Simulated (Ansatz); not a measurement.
# Bi3Pt4: relaxing a made-up structure, part 2 of 2

This structure for Bi3Pt4 is made up. Its elements were placed in a known structure type with a cell scaled to their sizes. What cell does the guess relax to, and how far off was it?

Ansatz 0.2.0; DFT, PBE, plane-wave PAW, files of the set soft_1, scalar-relativistic, no spin, cell and ions relaxed at zero pressure; PAW set soft_1 (the session's first sound run).

So far: Set-up; Relaxation of the guess. The relaxed cell has a = 4.074, c = 33.113 Å (conventional setting).

## Step 3: Bands of the relaxed cell

With the geometry fixed, one more self-consistent run, with a narrower smearing and the mesh shown in its input, gives the bands, and its pressure, and its forces where symmetry allows any, show how far the geometry depends on these settings.

This step: DFT, PBE, plane-wave PAW, files of the set soft_1, scalar-relativistic, no spin, bands and density of states at the relaxed cell; PAW set soft_1 (Ansatz 0.2.0).

input.yaml reads:

```yaml
crystal:
  lattice:
    - [2.0371540673, 1.1761514493, 11.0376040261]
    - [-2.0371540673, 1.1761514493, 11.0376040261]
    - [0.0, -2.3523028982, 11.0376040261]
  atoms:
    - { symbol: Bi, position: [0.4341374276, 0.4341374276, 0.4341374276] }
    - { symbol: Bi, position: [0.5658625724, 0.5658625724, 0.5658625724] }
    - { symbol: Bi, position: [0.0, 0.0, 0.0] }
    - { symbol: Pt, position: [0.2833098861, 0.2833098861, 0.2833098861] }
    - { symbol: Pt, position: [0.7166901139, 0.7166901139, 0.7166901139] }
    - { symbol: Pt, position: [0.1481435842, 0.1481435842, 0.1481435842] }
    - { symbol: Pt, position: [0.8518564158, 0.8518564158, 0.8518564158] }
kpoints:
  mp_grid: { grid: [10, 10, 10] }
  band_path:
    path:
      - [[0.0, 0.0, 0.0], [0.5, 0.0, 0.0], [0.5, 0.17423649, -0.17423649]]
      - [[0.82576351, 0.5, 0.17423649], [0.5, 0.5, 0.5], [0.0, 0.0, 0.0], [0.33711824, 0.0, -0.33711824]]
      - [[0.66288176, 0.33711824, 0.0], [0.5, 0.5, 0.0], [0.66288176, 0.66288176, 0.17423649], [0.5, 0.5, 0.5]]
      - [[0.5, 0.0, 0.0], [0.82576351, 0.33711824, 0.33711824]]
    npoints: 8
scf:
  occupations: { method: fermi_dirac, width: 0.03 }
  n_extra_bands: 11
hamiltonian:
  xc: pbe
  pseudopotentials: { kind: paw, azcp: { folder: soft_1 } }
output:
  forces: true
  stress: true
  write_bands: true
  dos: { projected: true }
  write_density: true
  write_potential: true
  elf: true
  volumetric_format: npy
```

Launch:

```
ansatz run input.yaml --threads 4 --pin off --max-ram 10240MiB --backend cpu --events-out ev --progress --plain --runs-dir out
```

Numbers of over 12 decimals in the logs are rounded to 6 here.

The log of the run:

```text
[...]
Crystal: 7 atoms, lattice volume = 158.677 Å³
Basis set: ecut = 420 eV, 3073 PW (Γ), FFT grids on a1−a2, a2, −a2+a3, exchange–correlation on 60×160×60 points (8 copies of the dense FFT grid, shifted against one another)
Bands: 70, of which v1, the nominal top of the filled ones, is band 59 counted from 1 (58 counted from 0)
Symmetry: 12 space group operations
[...]
k-points: 116 of 1000
[...]
SCF iter   1: F=—  HF=-87299.327571 eV  |F-HF|=—  |Δ(HF+E_count)|=         —  Δρ=7.59e-2  dr2=2.58e1  ethr=3.10e-3  ⟨swp⟩=6.2  Hψ=30110  notcnv=0  defer=1
[...]
SCF iter  10: F=-87297.015936 eV  HF=-87297.015936 eV  |F-HF|=2.21e-9  |Δ(HF+E_count)|=   3.12e-8  Δρ=1.83e-6  dr2=1.03e-8  ethr=8.55e-11  ⟨swp⟩=13.7  Hψ=52573  notcnv=0
SCF 1 converged in 10 iterations: F = -87297.015936 eV  dr2 = 1.03e-8
[...]
NSCF: frozen V_eff on 76 k-points
SCF converged after 10 iterations
Free energy (F): -87297.015936 eV
[...]
Internal energy: -87297.006915 eV  (E = F + TS)
E sigma→0 (E₀):  -87297.011425 eV
Entropy (-TS):   -0.009021 eV (-1.289 meV/atom)
Fermi energy:    15.182725 eV
[...]
--- Forces (eV/Å), atoms counted from 1 ---
  atom   1  Bi     0.00000000    -0.00000000    -0.00289759
  atom   2  Bi     0.00000000     0.00000000     0.00289759
  atom   3  Bi     0.00000000     0.00000000     0.00000000
  atom   4  Pt     0.00000000    -0.00000000    -0.01010487
  atom   5  Pt     0.00000000     0.00000000     0.01010487
  atom   6  Pt     0.00000000    -0.00000000    -0.01249407
  atom   7  Pt     0.00000000     0.00000000     0.01249407
  max |Σ_I F_I| component: 1.73e-18 eV/Å
--- Stress (GPa, compression-positive) ---
        0.061550       0.000000       0.000000
        0.000000       0.061550      -0.000000
        0.000000      -0.000000      -0.175481
  P = ⅓ Tr σ = -0.0175 GPa (-0.175 kbar)
--- Band table (eV; the first three rows and the last of 116) ---
  k-point 0: bands = [... 55 lower, 14.2434, 15.7929, 15.8813, 17.5222, 17.5222, 18.0134, 18.0134, 19.5863, ... 7 higher]
  k-point 1: bands = [... 55 lower, 14.2184, 15.5201, 15.9702, 17.0749, 17.2031, 17.7268, 18.2032, 18.4072, ... 7 higher]
  k-point 2: bands = [... 55 lower, 14.1367, 14.5219, 16.1437, 16.2699, 16.4818, 16.8715, 17.9362, 18.6556, ... 7 higher]
  k-point 115: bands = [... 55 lower, 14.2487, 14.2487, 17.1360, 17.1360, 18.1570, 18.6979, 18.7746, 18.7746, ... 7 higher]
```

Run time: 24 s. Hardware: 4 threads of AMD EPYC 7B13 (Zen 3), shared host; peak memory 1.2 GiB; 91 s of CPU time.

In the SCF lines HF is the Harris–Foulkes energy and dr2 the Hartree energy of the density residual, in eV; the loop may stop once dr2 is under the threshold and the program's other checks hold. Hψ counts applications of the Hamiltonian.

This step gave:

```
free energy             : -87297.0159 eV
energy at zero smearing : -87297.0114 eV
smearing term TS        : 0.009021 eV
Fermi energy            : 15.18 eV
pressure                : -0.01746 GPa
```

bands.tsv at the labelled points (eV, zero at the Fermi level; the bands that come nearest the Fermi level along the path):

```tsv
point	band 56	band 57	band 58	band 59	band 60	band 61	band 62	band 63
Γ	-0.94	0.61	0.70	2.34	2.34	2.83	2.83	4.40
L	-1.41	-0.95	-0.88	-0.48	0.50	0.52	1.61	2.02
B1	-1.24	-1.16	-0.57	-0.44	-0.03	0.13	1.27	1.75
B	-1.24	-1.16	-0.57	-0.44	-0.03	0.13	1.27	1.75
Z	-0.93	-0.93	1.95	1.95	2.97	3.52	3.59	3.59
Γ	-0.94	0.61	0.70	2.34	2.34	2.83	2.83	4.40
X	-1.32	-1.11	-0.66	-0.29	-0.22	0.53	0.87	2.09
Q	-1.32	-1.11	-0.66	-0.29	-0.22	0.53	0.87	2.09
F	-1.22	-0.99	-0.70	-0.32	0.06	0.61	1.26	2.44
P1	-1.27	-0.99	-0.51	-0.45	-0.09	0.81	1.62	1.82
Z	-0.93	-0.93	1.95	1.95	2.97	3.52	3.59	3.59
L	-1.41	-0.95	-0.88	-0.48	0.50	0.52	1.61	2.02
P	-1.27	-0.99	-0.51	-0.45	-0.09	0.81	1.62	1.82
```

States per cell as run, both spins, in windows of 1 eV, from dos.tsv (zero at the Fermi level):

```csv
from,to,total
-8,-7,0.00
-7,-6,0.18
-6,-5,3.52
-5,-4,6.51
-4,-3,11.47
-3,-2,10.72
-2,-1,11.49
-1,0,4.89
0,1,3.26
1,2,3.43
2,3,2.93
3,4,2.56
4,5,2.57
5,6,2.72
```

Below -8 eV lie 68.0 more states.

Electrostatic potential energy in the ac plane of the cell as run, not the conventional one, at fractional y = 0.000, with atoms of Bi within 0.2 Å of it. With pseudopotentials it is smooth inside the atoms' cores, unlike the true potential.

Ten even steps from '0' (-40 eV) to '9' (19 eV), each cell a mean:
```
00047999999999888876789999999841
20003799999999999985347999999986
74100379999999999998411489999999
98631147999999999999840026999999
99975335799999999999984001589999
99998765689999999999999610048999
99999988788999889999999973003799
99999999888999888899999998511379
99999999999999988789999999974357
89999999999999998778899999998756
89999999988999999987889999999987
88999999988899999998888999999998
88999999998778999999988899999998
77899999999877899999999899999998
85568999999988789999999999999999
97323799999999888899999999999999
99720158999999988899998889999999
99972003799999999989998777899999
99997300169999999999999754578999
99999851015899999999999974225799
99999996201589999999999986311268
79999999852258999999999999620014
26899999997546899999999999973000
01589999999877888888999999997300
```
Columns run along a (11.3 Å; values clipped at the 3rd and 97th percentile), rows up along c (11.3 Å). Atoms in or near the plane, at fractional coordinates: Bi at (0.00, 0.00).

Valence density in the ac plane of the cell as run, not the conventional one, at fractional y = 0.000, with atoms of Bi within 0.2 Å of it. It is the smooth field of the valence electrons, not physical close to the nuclei.

Ten steps, logarithmic in the rise over the least value, from '_' (0.0 e/Å³) to '@' (7.8 e/Å³), each cell a mean:
```
@@@@%%**--..________....::--====--==++++++==::..________..--**%%
##@@@@%%**==::....____....::::------==**##**++--::__________::++
==**%%@@%%**==::................::::--==**%%%%**==::..________..
..--++##%%##**==::::::..............::::==**%%@@##++--..________
__..::--++****++--::::::::::::..........::==**%%@@%%**==::______
____....::==++++==--::::------::::..........--**%%@@@@##==::..__
______....::--------::::::--------::......__..::++##@@%%##++::..
..____....::::::::::::::::::--====--::::....__..::==**%%%%##++--
--........::::::::::::::..::::--======--::....__..::--++**##**==
==::........::------::::......::--==++==--::::........::==++**++
==--::......::::--==----::......::--==++==--::::........::--====
==----::......::::--====--::........--======--::::......::----==
==----::::......::----======--........::--====--::::......::--==
++++==--::........::::--==++==--::......::--------::........::==
==****++==::........::::--======--::......::::----::::........--
--++######++--....__....::--======--::::::::::::::::::..........
..--++##%%%%**==::..__....::::--====--::::::------::::::....____
__..--++##@@@@##++::..........::--------::::----==----::....____
____..::==##@@@@%%++--............::::--::::::--++++++==::....__
________::==**%%@@%%**--::............::::::::::==**####++--::..
..________..--++##%%%%**==::::................::::==**%%%%##++::
--..________..::==**####**==--::::::..............::==##%%@@%%**
##==::__________::--++****++==------::::....______..::==##@@@@@@
@@%%++--..________..::--++++============::....________..--**@@@@
```
Columns run along a (11.3 Å), rows up along c (11.3 Å). Atoms in or near the plane, at fractional coordinates: Bi at (0.00, 0.00).

ELF in the ac plane of the cell as run, not the conventional one, at fractional y = 0.000, with atoms of Bi within 0.2 Å of it. It is the smooth field of the valence electrons, not physical close to the nuclei.

Values, 13 rows by 16 columns, each cell a mean:
```
0.18 0.24 0.32 0.17 0.12 0.16 0.27 0.30 0.29 0.36 0.42 0.29 0.13 0.07 0.18 0.32
0.32 0.26 0.30 0.34 0.24 0.20 0.17 0.20 0.24 0.26 0.42 0.49 0.35 0.17 0.06 0.14
0.14 0.30 0.37 0.39 0.34 0.29 0.27 0.23 0.19 0.17 0.24 0.46 0.52 0.39 0.21 0.08
0.11 0.18 0.28 0.35 0.36 0.31 0.30 0.31 0.27 0.21 0.14 0.20 0.43 0.53 0.42 0.23
0.24 0.15 0.23 0.29 0.31 0.28 0.26 0.31 0.34 0.30 0.24 0.15 0.18 0.32 0.45 0.40
0.33 0.23 0.18 0.27 0.31 0.30 0.22 0.20 0.31 0.35 0.30 0.25 0.17 0.20 0.27 0.34
0.30 0.27 0.20 0.20 0.28 0.33 0.33 0.22 0.17 0.28 0.34 0.30 0.24 0.18 0.25 0.30
0.37 0.31 0.23 0.16 0.21 0.29 0.33 0.35 0.25 0.20 0.27 0.31 0.29 0.21 0.19 0.30
0.34 0.48 0.41 0.24 0.14 0.19 0.28 0.31 0.33 0.28 0.28 0.31 0.30 0.26 0.17 0.17
0.16 0.34 0.50 0.52 0.30 0.15 0.17 0.24 0.29 0.30 0.30 0.35 0.38 0.32 0.22 0.11
0.08 0.13 0.31 0.46 0.53 0.32 0.19 0.18 0.20 0.24 0.28 0.31 0.39 0.36 0.34 0.21
0.24 0.07 0.10 0.26 0.43 0.48 0.31 0.26 0.24 0.18 0.17 0.21 0.28 0.34 0.21 0.31
0.27 0.28 0.10 0.08 0.21 0.36 0.39 0.30 0.30 0.31 0.22 0.12 0.12 0.24 0.31 0.16
```
Columns run along a (11.3 Å), rows up along c (11.3 Å). Atoms in or near the plane, at fractional coordinates: Bi at (0.00, 0.00).

## Step 4: Summary of results

| Quantity | Value |
| --- | --- |
| space group, relaxed | R-3m |
| conventional cell | a = 4.074, b = 4.074, c = 33.113 Å; α = 90.0°, β = 90.0°, γ = 120.0° |
| volume per atom | 22.67 Å³ (guess 23.02) |

What this shows: Bi3Pt4 relaxes to R-3m with a = 4.074, b = 4.074 and c = 33.113 Å. The guessed volume was 2 % too large. The space group R-3m was held in the relaxation, so the end point is a stationary structure within it and may be a saddle against distortions or other arrangements. Bands cross the Fermi level, so it is a metal or semimetal at this level. The electron count is odd, which forces that without spin polarisation or a larger cell. On the 10×10×10 mesh with the narrower smearing (relaxed on 8×8×8) the largest force component is 0.012 eV/Å and the largest stress component is 0.175 GPa, against the relaxation's thresholds of 0.015 eV/Å and 0.05 GPa. The cutoff wasn't tested. Spin-orbit coupling is left out, which can matter for elements this heavy. No dispersion term is used, so weakly bound directions may come out too long. The runs have no spin, and magnetism wasn't tested. Nothing here tests whether the compound is stable against decomposition.

[Logs are printed without paths, hosts, clocks, repeated set-up lines and the standing remarks that a program may print on its own settings, such as how far it seeks lower states.]

[Hosts, paths, dates, database ids (printed as entryN), source tags and the programs' standing remarks are cut or masked in the printed files.]
